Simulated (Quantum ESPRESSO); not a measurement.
## Collinear magnetic orders of MnPt with Quantum ESPRESSO

Aim: find out which collinear order of MnPt costs least.

Main program and level: Quantum ESPRESSO 7.5; PBEsol; plane waves with GBRV 1.5 PBEsol potentials, no spin-orbit coupling.

### Step 1. The structure

It takes space group P4/mmm (No. 123, tetragonal). The conventional cell has a = 2.830 Å, b = 2.830 Å, c = 3.660 Å, α = 90.00°, β = 90.00°, γ = 90.00°. Nearest to Mn lie 8 Pt at 2.71 Å and 4 Mn at 2.83 Å. Nearest to Pt lie 8 Mn at 2.71 Å and 4 Pt at 2.83 Å. Farther neighbours are not listed.

The cell comes from the Crystallography Open Database.

### Step 2. Start 1: ferro +

The signs are those of the starting moments on the seeded atoms, the atoms that are given a moment.

The input, pw.in:

```
&CONTROL
  calculation = 'scf'
  prefix = 'pwscf'
  outdir = './tmp'
  pseudo_dir = './pseudo'
  disk_io = 'nowf'
/
&SYSTEM
  ibrav = 0
  nat = 2
  ntyp = 2
  ecutwfc = 40
  ecutrho = 280
  nbnd = 24
  occupations = 'smearing'
  smearing = 'fd'
  degauss = 0.00734986
  nspin = 2
  starting_magnetization(1) = 0.2333
  starting_magnetization(2) = 0
/
&ELECTRONS
  conv_thr = 4d-09
  electron_maxstep = 150
  mixing_beta = 0.3
/
ATOMIC_SPECIES
Mn     54.9380 mn_pbesol_v1.5.uspp.F.UPF
Pt    195.0840 pt_pbesol_v1.4.uspp.F.UPF
CELL_PARAMETERS angstrom
   2.8300000000    0.0000000000    0.0000000000
   0.0000000000    2.8300000000    0.0000000000
   0.0000000000    0.0000000000    3.6600000000
ATOMIC_POSITIONS crystal
Mn      0.0000000000    0.0000000000    0.0000000000
Pt      0.5000000000    0.5000000000    0.5000000000
K_POINTS automatic
10 10 10 0 0 0
```

On the command line:

```
$ OMP_NUM_THREADS=1 mpirun -n 4 pw.x -nk 4 -in pw.in > pw.out
```

What it wrote:

```text
Program PWSCF v.7.5 starts

     Message from routine setup:
     using ibrav=0 with symmetry is DISCOURAGED, use correct ibrav instead

     K-points division:     npool     =       4
     Subspace diagonalization in iterative solution of the eigenvalue problem:

     G-vector sticks info
     --------------------
     sticks:   dense  smooth     PW     G-vecs:    dense   smooth      PW
     Sum         641     357    121                15733     6759    1257

     Using Slab Decomposition

     bravais-lattice index     =            0
     lattice parameter (alat)  =       5.3479  a.u.
     unit-cell volume          =     197.8111 (a.u.)^3
     number of atoms/cell      =            2
     number of atomic types    =            2
     number of electrons       =        31.00
     number of Kohn-Sham states=           24
     kinetic-energy cutoff     =      40.0000  Ry
     charge density cutoff     =     280.0000  Ry
     scf convergence threshold =      4.0E-09
     mixing beta               =       0.3000
     number of iterations used =            8  plain     mixing
     Exchange-correlation= SLA  PW   PSX  PSC
                           (   1   4  10   8   0   0   0)

     celldm(1)=   5.347925  celldm(2)=   0.000000  celldm(3)=   0.000000
     celldm(4)=   0.000000  celldm(5)=   0.000000  celldm(6)=   0.000000

     crystal axes: (cart. coord. in units of alat)
               a(1) = (   1.000000   0.000000   0.000000 )
               a(2) = (   0.000000   1.000000   0.000000 )
               a(3) = (   0.000000   0.000000   1.293286 )

     reciprocal axes: (cart. coord. in units 2 pi/alat)
               b(1) = (  1.000000  0.000000  0.000000 )
               b(2) = (  0.000000  1.000000  0.000000 )
               b(3) = (  0.000000  0.000000  0.773224 )

     PseudoPot. # 1 for Mn read from file:
     mn_pbesol_v1.5.uspp.F.UPF
     Pseudo is Ultrasoft + core correction, Zval = 15.0
     Generated by new atomic code, or converted to UPF format
     Using radial grid of  859 points,  6 beta functions with:
                l(1) =   0
                l(2) =   0
                l(3) =   1
                l(4) =   1
                l(5) =   2
                l(6) =   2
     Q(r) pseudized with  8 coefficients,  rinner =    0.950   0.950   0.950
                                                       0.950   0.950

     PseudoPot. # 2 for Pt read from file:
     pt_pbesol_v1.4.uspp.F.UPF
     Pseudo is Ultrasoft + core correction, Zval = 16.0
     Generated by new atomic code, or converted to UPF format
     Using radial grid of  985 points,  6 beta functions with:
                l(1) =   0
                l(2) =   0
                l(3) =   1
                l(4) =   1
                l(5) =   2
                l(6) =   2
     Q(r) pseudized with  8 coefficients,  rinner =    1.300   1.300   1.300
                                                       1.300   1.300

     atomic species   valence    mass     pseudopotential
     Mn               15.00    54.93800     Mn( 1.00)
     Pt               16.00   195.08400     Pt( 1.00)

     Starting magnetic structure
     atomic species   magnetization
     Mn              0.233
     Pt              0.000

     16 Sym. Ops., with inversion, found

   Cartesian axes

     site n.     atom                  positions (alat units)
         1        Mn     tau(   1) = (   0.0000000   0.0000000   0.0000000  )
         2        Pt     tau(   2) = (   0.5000000   0.5000000   0.6466431  )

     number of k points=   126  Fermi-Dirac smearing, width (Ry)=  0.0073

     Number of k-points >= 100: set verbosity='high' to print them.

     Dense  grid:    15733 G-vectors     FFT dimensions: (  30,  30,  40)

     Smooth grid:     6759 G-vectors     FFT dimensions: (  24,  24,  27)

     Check: negative core charge=   -0.000034
     Generating pointlists ...
     new r_m :   0.3953 (alat units)  2.1138 (a.u.) for type    1
     new r_m :   0.3953 (alat units)  2.1138 (a.u.) for type    2

     Initial potential from superposition of free atoms

     starting charge      29.9999, renormalised to      31.0000

     negative rho (up, down):  9.176E-02 9.192E-02
     Starting wfcs are   25 randomized atomic wfcs

     Self-consistent Calculation

     iteration #  1     ecut=    40.00 Ry     beta= 0.30
     Davidson diagonalization with overlap
     ethr =  1.00E-02,  avg # of iterations =  4.3

     negative rho (up, down):  8.686E-02 8.687E-02

     total energy              =    -421.29473212 Ry
     estimated scf accuracy    <       2.46569006 Ry

     total magnetization       =     2.42 Bohr mag/cell
     absolute magnetization    =     2.62 Bohr mag/cell

     iteration #  2     ecut=    40.00 Ry     beta= 0.30
     Davidson diagonalization with overlap
     ethr =  7.95E-03,  avg # of iterations =  2.0

     negative rho (up, down):  8.685E-02 8.647E-02

     total energy              =    -421.41315888 Ry
     estimated scf accuracy    <       1.01045162 Ry

     total magnetization       =     3.21 Bohr mag/cell
     absolute magnetization    =     3.24 Bohr mag/cell

     iteration #  3     ecut=    40.00 Ry     beta= 0.30
     Davidson diagonalization with overlap
     ethr =  3.26E-03,  avg # of iterations =  1.9

     negative rho (up, down):  8.582E-02 8.510E-02

     total energy              =    -421.52651437 Ry
     estimated scf accuracy    <       1.25316992 Ry

     total magnetization       =     2.82 Bohr mag/cell
     absolute magnetization    =     2.91 Bohr mag/cell

     [... further iterations left out ...]

     iteration # 12     ecut=    40.00 Ry     beta= 0.30
     Davidson diagonalization with overlap
     ethr =  6.73E-09,  avg # of iterations =  1.7

     negative rho (up, down):  8.610E-02 8.250E-02

     total energy              =    -421.66817823 Ry
     estimated scf accuracy    <       0.00000007 Ry

     total magnetization       =     4.19 Bohr mag/cell
     absolute magnetization    =     4.27 Bohr mag/cell

     iteration # 13     ecut=    40.00 Ry     beta= 0.30
     Davidson diagonalization with overlap
     ethr =  2.30E-10,  avg # of iterations =  3.0

     negative rho (up, down):  8.610E-02 8.250E-02

     total energy              =    -421.66817827 Ry
     estimated scf accuracy    <          4.1E-09 Ry

     total magnetization       =     4.19 Bohr mag/cell
     absolute magnetization    =     4.27 Bohr mag/cell

     iteration # 14     ecut=    40.00 Ry     beta= 0.30
     Davidson diagonalization with overlap
     ethr =  1.31E-11,  avg # of iterations =  2.7

     negative rho (up, down):  8.610E-02 8.250E-02

     total energy              =    -421.66817828 Ry
     estimated scf accuracy    <          7.9E-09 Ry

     total magnetization       =     4.19 Bohr mag/cell
     absolute magnetization    =     4.27 Bohr mag/cell

     iteration # 15     ecut=    40.00 Ry     beta= 0.30
     Davidson diagonalization with overlap
     ethr =  1.31E-11,  avg # of iterations =  2.0

     negative rho (up, down):  8.610E-02 8.250E-02

     Magnetic moment per site  (integrated on atomic sphere of radius R)
     atom   1 (R=0.395)  charge= 13.6068  magn=  3.7236
     atom   2 (R=0.395)  charge= 13.8831  magn=  0.3668

     End of self-consistent calculation

     Number of k-points >= 100: set verbosity='high' to print the bands.

     the Fermi energy is    18.7796 ev

!    total energy              =    -421.66817829 Ry
     estimated scf accuracy    <          5.2E-11 Ry
     smearing contrib. (-TS)   =      -0.00303999 Ry
     internal energy E=F+TS    =    -421.66513830 Ry

     The total energy is F=E-TS. E is the sum of the following terms:
     one-electron contribution =    -119.10880517 Ry
     hartree contribution      =      80.77586510 Ry
     xc contribution           =     -83.09272889 Ry
     ewald contribution        =    -300.23946933 Ry

     total magnetization       =     4.19 Bohr mag/cell
     absolute magnetization    =     4.27 Bohr mag/cell

     convergence has been achieved in  15 iterations

=------------------------------------------------------------------------------=
   JOB DONE.
=------------------------------------------------------------------------------=
```

Run time: 24 s. Hardware: 4 MPI ranks of Intel Xeon Platinum 8488C (Sapphire Rapids), shared host; peak memory 0.38 GiB.

Spin moment in the atom's sphere by atom:

| atom | spin moment in the atom's sphere (μB) |
| --- | --- |
| Mn1 | 3.72 |
| Pt2 | 0.37 |

Read from the output:

```yaml
smearing_term_ts: 0.04136 eV
magnetization: 4.186 μB
absolute_magnetization: 4.266 μB
final_state: ferromagnetic
```

Spin density in the ac plane at fractional y = 0.000, with atoms of Mn within 0.2 Å of it.

Ten even steps from '0' (0.0 e/Å³) to '9' (5.9 e/Å³):
```
984100000000148
652100000000125
221000000000012
000000000000000
000000000000000
000000000000000
000000000000000
000000000000000
000000000000000
000000000000000
000000000000000
000000000000000
000000000000000
000000000000000
000000000000000
000000000000000
221000000000012
652100000000125
984100000000148
996200000000269
```
Columns run along a (2.8 Å), rows up along c (3.7 Å). Atoms in or near the plane, at fractional coordinates: Mn at (0.00, 0.00).

Valence density in the ac plane at fractional y = 0.000, with atoms of Mn within 0.2 Å of it. It is the smooth field of the valence electrons, not physical close to the nuclei.

Ten steps, logarithmic in the rise over the least value, from '0' (0 e/Å³) to '9' (20 e/Å³):
```
999631000013699
997531000013579
765321000012356
443211000011234
221110000001112
000000011000000
000001111110000
000001111110000
000001111110000
000001111110000
000001111110000
000001111110000
000001111110000
000000011000000
221110000001112
443211000011234
765321000012356
997531000013579
999631000013699
799641000014699
```
Columns run along a (2.8 Å), rows up along c (3.7 Å). Atoms in or near the plane, at fractional coordinates: Mn at (0.00, 0.00).

### Step 3. Start 2: antiferro q=(1/2,1/2,0) +−

This order needs a doubled cell of 4 atoms. The wavevector q is in fractions of the reciprocal vectors of the crystal's primitive cell, as the cells of these inputs are built from it; moments change sign between cells as cos(2π q·R).

The input, pw.in:

```
&CONTROL
  calculation = 'scf'
  prefix = 'pwscf'
  outdir = './tmp'
  pseudo_dir = './pseudo'
  disk_io = 'nowf'
/
&SYSTEM
  ibrav = 0
  nat = 4
  ntyp = 3
  ecutwfc = 40
  ecutrho = 280
  nbnd = 41
  occupations = 'smearing'
  smearing = 'fd'
  degauss = 0.00734986
  nspin = 2
  starting_magnetization(1) = 0.2333
  starting_magnetization(2) = -0.2333
  starting_magnetization(3) = 0
/
&ELECTRONS
  conv_thr = 8d-09
  electron_maxstep = 150
  mixing_beta = 0.3
/
ATOMIC_SPECIES
Mn1    54.9380 mn_pbesol_v1.5.uspp.F.UPF
Mn2    54.9380 mn_pbesol_v1.5.uspp.F.UPF
Pt    195.0840 pt_pbesol_v1.4.uspp.F.UPF
CELL_PARAMETERS angstrom
   5.6600000000    0.0000000000    0.0000000000
   2.8300000000    2.8300000000    0.0000000000
   0.0000000000    0.0000000000    3.6600000000
ATOMIC_POSITIONS crystal
Mn1     0.0000000000    0.0000000000    0.0000000000
Mn2     0.5000000000    0.0000000000    0.0000000000
Pt      0.0000000000    0.5000000000    0.5000000000
Pt      0.5000000000    0.5000000000    0.5000000000
K_POINTS automatic
5 10 10 0 0 0
```

What it wrote:

```text
[banner, memory and clock lines left out]
Program PWSCF v.7.5 starts

     Message from routine setup:
     using ibrav=0 with symmetry is DISCOURAGED, use correct ibrav instead

     bravais-lattice index     =            0
     lattice parameter (alat)  =      10.6958  a.u.
     unit-cell volume          =     395.6221 (a.u.)^3
     number of atoms/cell      =            4
     number of atomic types    =            3
     number of electrons       =        62.00
     number of Kohn-Sham states=           41
     kinetic-energy cutoff     =      40.0000  Ry
     charge density cutoff     =     280.0000  Ry
     scf convergence threshold =      8.0E-09
     mixing beta               =       0.3000
     number of iterations used =            8  plain     mixing
     Exchange-correlation= SLA  PW   PSX  PSC
                           (   1   4  10   8   0   0   0)

     celldm(1)=  10.695850  celldm(2)=   0.000000  celldm(3)=   0.000000
     celldm(4)=   0.000000  celldm(5)=   0.000000  celldm(6)=   0.000000

     crystal axes: (cart. coord. in units of alat)
               a(1) = (   1.000000   0.000000   0.000000 )
               a(2) = (   0.500000   0.500000   0.000000 )
               a(3) = (   0.000000   0.000000   0.646643 )

     reciprocal axes: (cart. coord. in units 2 pi/alat)
               b(1) = (  1.000000 -1.000000  0.000000 )
               b(2) = (  0.000000  2.000000  0.000000 )
               b(3) = (  0.000000  0.000000  1.546448 )

     PseudoPot. # 1 for Mn read from file:
     mn_pbesol_v1.5.uspp.F.UPF
     Pseudo is Ultrasoft + core correction, Zval = 15.0

     PseudoPot. # 2 for Mn read from file:
     mn_pbesol_v1.5.uspp.F.UPF
     Pseudo is Ultrasoft + core correction, Zval = 15.0

     PseudoPot. # 3 for Pt read from file:
     pt_pbesol_v1.4.uspp.F.UPF
     Pseudo is Ultrasoft + core correction, Zval = 16.0

     atomic species   valence    mass     pseudopotential
     Mn1              15.00    54.93800     Mn( 1.00)
     Mn2              15.00    54.93800     Mn( 1.00)
     Pt               16.00   195.08400     Pt( 1.00)

     Starting magnetic structure
     atomic species   magnetization
     Mn1             0.233
     Mn2            -0.233
     Pt              0.000

     16 Sym. Ops., with inversion, found

   Cartesian axes

     site n.     atom                  positions (alat units)
         1        Mn1    tau(   1) = (   0.0000000   0.0000000   0.0000000  )
         2        Mn2    tau(   2) = (   0.5000000   0.0000000   0.0000000  )
         3        Pt     tau(   3) = (   0.2500000   0.2500000   0.3233216  )
         4        Pt     tau(   4) = (   0.7500000   0.2500000   0.3233216  )

     number of k points=    72  Fermi-Dirac smearing, width (Ry)=  0.0073
                       cart. coord. in units 2pi/alat
        k(    1) = (   0.0000000   0.0000000   0.0000000), wk =   0.0020000
        k(    2) = (   0.0000000   0.0000000   0.1546448), wk =   0.0040000
        k(    3) = (   0.0000000   0.0000000   0.3092896), wk =   0.0040000
        k(    4) = (   0.0000000   0.0000000   0.4639344), wk =   0.0040000
        k(    5) = (   0.0000000   0.0000000   0.6185792), wk =   0.0040000
        [... 67 further k-points ...]

     Dense  grid:    31333 G-vectors     FFT dimensions: (  60,  45,  40)

     Smooth grid:    13543 G-vectors     FFT dimensions: (  45,  32,  27)

     Check: negative core charge=   -0.000034
     Generating pointlists ...
     new r_m :   0.1976 (alat units)  2.1138 (a.u.) for type    1
     new r_m :   0.1976 (alat units)  2.1138 (a.u.) for type    2
     new r_m :   0.1976 (alat units)  2.1138 (a.u.) for type    3

     Initial potential from superposition of free atoms

     starting charge      59.9998, renormalised to      62.0000

     negative rho (up, down):  1.849E-01 1.849E-01
     Starting wfcs are   50 randomized atomic wfcs

     Self-consistent Calculation

     iteration #  1     ecut=    40.00 Ry     beta= 0.30
     Davidson diagonalization with overlap
     ethr =  1.00E-02,  avg # of iterations =  2.0

     negative rho (up, down):  1.754E-01 1.754E-01

     total energy              =    -842.79768454 Ry
     estimated scf accuracy    <       4.48950655 Ry

     total magnetization       =     0.00 Bohr mag/cell
     absolute magnetization    =     5.60 Bohr mag/cell

     iteration #  2     ecut=    40.00 Ry     beta= 0.30
     Davidson diagonalization with overlap
     ethr =  7.24E-03,  avg # of iterations =  2.0

     negative rho (up, down):  1.746E-01 1.745E-01

     total energy              =    -843.06190529 Ry
     estimated scf accuracy    <       1.15095025 Ry

     total magnetization       =    -0.00 Bohr mag/cell
     absolute magnetization    =     6.88 Bohr mag/cell

     [... further iterations left out ...]

     iteration # 14     ecut=    40.00 Ry     beta= 0.30
     Davidson diagonalization with overlap
     ethr =  3.96E-11,  avg # of iterations =  3.1

     negative rho (up, down):  1.708E-01 1.708E-01

     total energy              =    -843.38523110 Ry
     estimated scf accuracy    <          8.8E-09 Ry

     total magnetization       =     0.00 Bohr mag/cell
     absolute magnetization    =     7.84 Bohr mag/cell

     iteration # 15     ecut=    40.00 Ry     beta= 0.30
     Davidson diagonalization with overlap
     ethr =  1.42E-11,  avg # of iterations =  1.3

     negative rho (up, down):  1.708E-01 1.708E-01

     Magnetic moment per site  (integrated on atomic sphere of radius R)
     atom   1 (R=0.198)  charge= 13.5951  magn=  3.6924
     atom   2 (R=0.198)  charge= 13.5951  magn= -3.6924
     atom   3 (R=0.198)  charge= 13.8836  magn= -0.0000
     atom   4 (R=0.198)  charge= 13.8836  magn=  0.0000

     End of self-consistent calculation

     Number of k-points >= 100: set verbosity='high' to print the bands.

     the Fermi energy is    19.2078 ev

!    total energy              =    -843.38523110 Ry
     estimated scf accuracy    <          1.2E-09 Ry
     smearing contrib. (-TS)   =      -0.00200493 Ry
     internal energy E=F+TS    =    -843.38322618 Ry

     The total energy is F=E-TS. E is the sum of the following terms:
     one-electron contribution =    -237.93982428 Ry
     hartree contribution      =     161.14260177 Ry
     xc contribution           =    -166.10706501 Ry
     ewald contribution        =    -600.47893865 Ry

     total magnetization       =     0.00 Bohr mag/cell
     absolute magnetization    =     7.84 Bohr mag/cell

     convergence has been achieved in  15 iterations
```

Wall time 57 s (4 MPI ranks); peak memory 0.56 GiB; 3.8 min of CPU time.

Spin moment in the atom's sphere by atom:

| atom | spin moment in the atom's sphere (μB) |
| --- | --- |
| Mn1 | 3.69 |
| Mn2 | -3.69 |
| Pt3 | 0.00 |
| Pt4 | 0.00 |

Numbers from this step:

- smearing term TS: 0.02728 eV
- magnetization: 0 μB
- absolute magnetization: 7.835 μB
- final state: antiferromagnetic

Spin density in the bc plane at fractional x = 0.000, with atoms of Mn and Pt within 0.2 Å of it.

Ten even steps from '_' (0.0 e/Å³) to '@' (5.6 e/Å³), each cell a mean:
```
%%--..__________________::##
::..____________________..::
____________________________
____________________________
____________________________
____________________________
____________________________
____________________________
____________________________
..________________________..
**::____________________..++
@@++..__________________--@@
```
Columns run along b (4.0 Å), rows up along c (3.7 Å). Atoms in or near the plane, at fractional coordinates: Mn at (0.00, 0.00), Pt at (0.50, 0.50).

Valence density in the bc plane at fractional x = 0.000, with atoms of Mn and Pt within 0.2 Å of it. It is the smooth field of the valence electrons, not physical close to the nuclei.

Values in e/Å³, 12 rows by 14 columns, each cell a mean:
```
17 10  2  0  0  0  0  0  0  0  0  1  6 16
 6  3  1  0  0  0  0  0  0  0  0  1  2  5
 1  1  0  0  0  1  1  1  1  0  0  0  0  1
 0  0  0  0  1  2  4  4  3  1  1  0  0  0
 0  0  0  1  2  5  6  6  6  3  1  0  0  0
 0  0  0  1  3  7  0 -4  7  4  1  0  0  0
 0  0  0  1  2  6  5  3  7  3  1  0  0  0
 0  0  0  0  1  3  5  6  4  2  1  0  0  0
 0  0  0  0  1  1  2  2  1  1  0  0  0  0
 3  1  1  0  0  0  0  0  0  0  0  0  1  2
13  7  1  0  0  0  0  0  0  0  0  1  4 12
14 13  3  0  0  0  0  0  0  0  0  1  9 16
```
Columns run along b (4.0 Å), rows up along c (3.7 Å). Atoms in or near the plane, at fractional coordinates: Mn at (0.00, 0.00), Pt at (0.50, 0.50).

(Continued in part 2 of 2.)

[Logs and program files are shortened in this print: banners, set-up blocks, solver, clock and traceback lines can be left out without a mark of their own.]

[Logs are printed without paths, hosts, clocks, repeated set-up lines and the standing remarks that a program may print on its own settings, such as how far it seeks lower states.]

[Hosts, paths, dates, database ids (printed as entryN), source tags and the programs' standing remarks are cut or masked in the printed files.]

[Where a cell is said to come from a database of computed structures, the database is the Materials Project.]
